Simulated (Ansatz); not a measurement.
# Bands, cutoff and cost in G0W0 for Li3SI (antiperovskite) (Pm-3m), part 2 of 2

Aim: see how the G0W0 gap of Li3SI (antiperovskite) (Pm-3m) on PBE moves with empty bands and screening cutoff, and what each rung costs.

Ansatz 0.2.0; G0W0 on PBE, plane waves, PAW. Known limits of the many-body steps: not at the basis limit; no spin-orbit coupling; coarse k mesh.

So far. Step 4 (317 empty bands, screening to 120 eV): Against the run with 4×4×4 mesh, 147 empty bands, screening to 72 eV, the gap moves by +0.16 eV. Step 5 (Changing the k mesh: 2×2×2 mesh, 147 empty bands …): Against the run with 4×4×4 mesh, 147 empty bands, screening to 72 eV, the gap moves by −0.18 eV.

The structure was built from a prototype and need not be the compound's stable phase.

## Step 6: Changing the frequency model: 4×4×4 mesh, 317 empty bands, screening to 120 eV, plasmon pole

A plasmon pole stands in for the full frequency dependence of the screening; this run shows what that costs in accuracy. Bands and cutoff differ from the step before, so it is read against an earlier run that matches them.

File input.yaml:

```yaml
crystal:
  lattice:
    - [4.7368166536, 0.0, 0.0]
    - [0.0, 4.7368166536, 0.0]
    - [0.0, 0.0, 4.7368166536]
  atoms:
    - { symbol: I, position: [0.0, 0.0, 0.0] }
    - { symbol: S, position: [0.5, 0.5, 0.5] }
    - { symbol: Li, position: [0.5, 0.5, 0.0] }
    - { symbol: Li, position: [0.5, 0.0, 0.5] }
    - { symbol: Li, position: [0.0, 0.5, 0.5] }
kpoints:
  mp_grid: { grid: [4, 4, 4] }
hamiltonian:
  xc: pbe
scf:
  occupations: { method: fixed }
gw:
  n_empty_bands: 317
  ecut_chi: 120.0
  qp_bands: [v2, c2]
  qp_kpoints: band_edges
  screening: { model: godby_needs }
```

Run with:

```console
$ ansatz run input.yaml --threads 4 --pin off --max-ram 17510MiB --backend cpu --events-out ev --progress --plain --runs-dir out
```

Numbers of over 12 decimals in the logs are rounded to 6 here.

The log of the run:

```text
[...]
Crystal: 5 atoms, lattice volume = 106.282 Å³
Basis set: ecut = 420 eV, 2103 PW (Γ)
Bands: 21, of which v1, the nominal top of the filled ones, is band 16 counted from 1 (15 counted from 0)
Symmetry: 48 space group operations
[...]
k-points: 10 of 64
[...]
3    18      8.8018    -5.1689    -3.7211    -9.3479  0.8135     9.2590     9.2595  root
[...]
7    15      2.5591   -17.3933     2.0510   -14.1375  0.7825     1.3419     1.3544  root
     7    16      2.7750   -17.5698     1.9172   -14.4860  0.7864     1.5967     1.6084  root
     7    17      7.7352    -4.2354    -3.5515    -8.2570  0.8216     8.2071     8.2054  root
     7    18      8.2260    -4.2075    -3.5975    -8.2535  0.8205     8.6765     8.6745  root
[key lines of the parts left out:]
SCF converged after 6 iterations
Free energy (F): -9035.228906 eV
Fermi energy:    3.020158 eV
```

Wall time 56 s (4 threads of Arm Neoverse V2, shared host); peak memory 1.1 GiB.

Numbers from this step:

- bands summed: 333
- plasmon-pole fit frequency: 20.38 eV
- RPA ε∞ on this mesh (eigenvalues): 3.857, 3.857, 3.857
- plane waves in the screening matrix: 305
- G0W0 gap on the mesh: 5.041 eV
- k of the valence top: 0, -0.5, -0.5
- k of the conduction bottom: 0, -0.5, -0.5
- starting gap on the mesh: 3.515 eV
- least direct G0W0 gap on the computed points: 5.041 eV

Against the run with 4×4×4 mesh, 317 empty bands, screening to 120 eV, the gap moves by −0.004 eV.

## Step 7: Changing the files and raising the bands: 4×4×4 mesh, 470 empty bands, screening to 156 eV, hard PAW files

Other atomic data (hard PAW) test the pseudisation: the cutoff goes from 420 to 780 eV, with the same valence electrons. Bands and screening cutoff change too, so the step is no clean test of the files.

input.yaml: that of step 6 with these lines changed.

```diff
@@ -15,2 +15,3 @@
   xc: pbe
+  pseudopotentials: { kind: paw, source: ansatz }
 scf:
@@ -18,6 +19,6 @@
 gw:
-  n_empty_bands: 317
-  ecut_chi: 120.0
+  n_empty_bands: 470
+  ecut_chi: 156.0
   qp_bands: [v2, c2]
   qp_kpoints: band_edges
-  screening: { model: godby_needs }
+  screening: { model: contour_deformation }
```

The log of the run:

```text
[...]
Crystal: 5 atoms, lattice volume = 106.282 Å³
Basis set: ecut = 780 eV, 5257 PW (Γ)
Bands: 21, of which v1, the nominal top of the filled ones, is band 16 counted from 1 (15 counted from 0)
Symmetry: 48 space group operations
[...]
k-points: 10 of 64
[...]
3    18      8.7591    -5.1722    -3.7894    -9.3501  0.8002     9.1498     9.1476  root
[...]
7    15      2.5169   -17.3921     1.9678   -14.1366  0.7651     1.2016     1.2292  root
     7    16      2.7329   -17.5685     1.8046   -14.4849  0.7705     1.4284     1.4539  root
     7    17      7.6929    -4.2328    -3.6157    -8.2550  0.8107     8.1013     8.0993  root
     7    18      8.1831    -4.2079    -3.6368    -8.2536  0.8086     8.5940     8.5919  root
[key lines of the parts left out:]
SCF converged after 8 iterations
Free energy (F): -9037.841183 eV
Fermi energy:    2.977741 eV
```

Wall time 2.4 min (4 threads); peak memory 2.4 GiB.

This step gave:

```
bands summed                                 : 486
RPA ε∞ on this mesh (eigenvalues)            : 3.858, 3.858, 3.858
plane waves in the screening matrix          : 461
G0W0 gap on the mesh                         : 5.108 eV
k of the valence top                         : 0, -0.5, -0.5
k of the conduction bottom                   : 0, -0.5, -0.5
starting gap on the mesh                     : 3.515 eV
least direct G0W0 gap on the computed points : 5.108 eV
```

Against the run with 4×4×4 mesh, 317 empty bands, screening to 120 eV, the gap moves by +0.06 eV.

## Step 8: Convergence and cost

Times are wall times on 4 threads of Arm Neoverse V2, shared host, good to a factor of about two.

```
 mesh        files            frequency  bands summed  cutoff (eV)  start (eV)  G0W0 (eV)     time  host memory (GiB)
4×4×4  default PAW  contour deformation            68           36       3.515      4.713    5.3 s               0.37
4×4×4  default PAW  contour deformation           163           72       3.515      4.885     12 s               0.55
4×4×4  default PAW  contour deformation           333          120       3.515      5.046     44 s                1.1
2×2×2  default PAW  contour deformation           163           72       3.520      4.708    2.6 s               0.54
4×4×4  default PAW         plasmon pole           333          120       3.515      5.041     56 s                1.1
4×4×4     hard PAW  contour deformation           486          156       3.515      5.108  2.4 min                2.4
```

The parts of the quasiparticle energy at the two band edges (eV; QP = start + Σx + Σc − Vxc):

```
      run               edge  start      Σx     Σc     Vxc     Z    QP
 68 bands        valence top   3.02  -17.80   2.48  -14.76  0.78  2.46
 68 bands  conduction bottom   6.54   -4.02  -3.08   -7.75  0.82  7.18
163 bands        valence top   3.02  -17.80   2.12  -14.76  0.77  2.11
163 bands  conduction bottom   6.54   -4.02  -3.27   -7.75  0.82  6.99
333 bands        valence top   3.02  -17.80   1.87  -14.76  0.77  1.86
333 bands  conduction bottom   6.54   -4.02  -3.36   -7.75  0.82  6.90
```

## Step 9: What came out

* 68 bands, 36 eV: 4.713 eV
* 163 bands, 72 eV: 4.885 eV
* 333 bands, 120 eV: 5.046 eV
* estimated limit in bands and cutoff: 5.20 eV
* mesh and start: 4×4×4, PBE

What this shows: A line in one over the bands through the two highest rungs gives 5.20 eV, +0.15 eV from the top rung; the pair below gives 5.01 eV, so the estimate is still climbing. The rungs stand 0.49 eV (68 bands), 0.31 eV (163 bands) and 0.15 eV (333 bands) from it. From 68 to 333 bands the gap moves by +0.33 eV while the time grows 8.2-fold. Σc changes by −0.60 eV at the valence top and −0.27 eV at the conduction bottom, so the valence edge carries most of the change. On the 2×2×2 mesh in place of 4×4×4 the gap differs by −0.18 eV, of which +0.01 eV is already in the start. The plasmon-pole model gives −0.004 eV against contour deformation, 0 % of the correction, and saved no time in this program. With hard PAW files and 486 bands the gap is 5.11 eV; the line for the default PAW files gives 5.09 eV at that count, a difference of +0.01 eV that holds the line's own error too. The many-body steps are scalar-relativistic: spin-orbit coupling is not in them.

[Paths, hosts, dates, memory and timing lines, banners, echoed tables and standing remarks are left out of the program output.]

[Logs are printed without paths, hosts, clocks, repeated set-up lines and the standing remarks that a program may print on its own settings, such as how far it seeks lower states.]

[Runs of the session that timed out or met a known fault of the program may be left out.]

[Cells called generated may have been cut or substituted from an entry of the Crystallography Open Database or the Materials Project.]

[Hosts, paths, dates, database ids (printed as entryN), source tags and the programs' standing remarks are cut or masked in the printed files.]
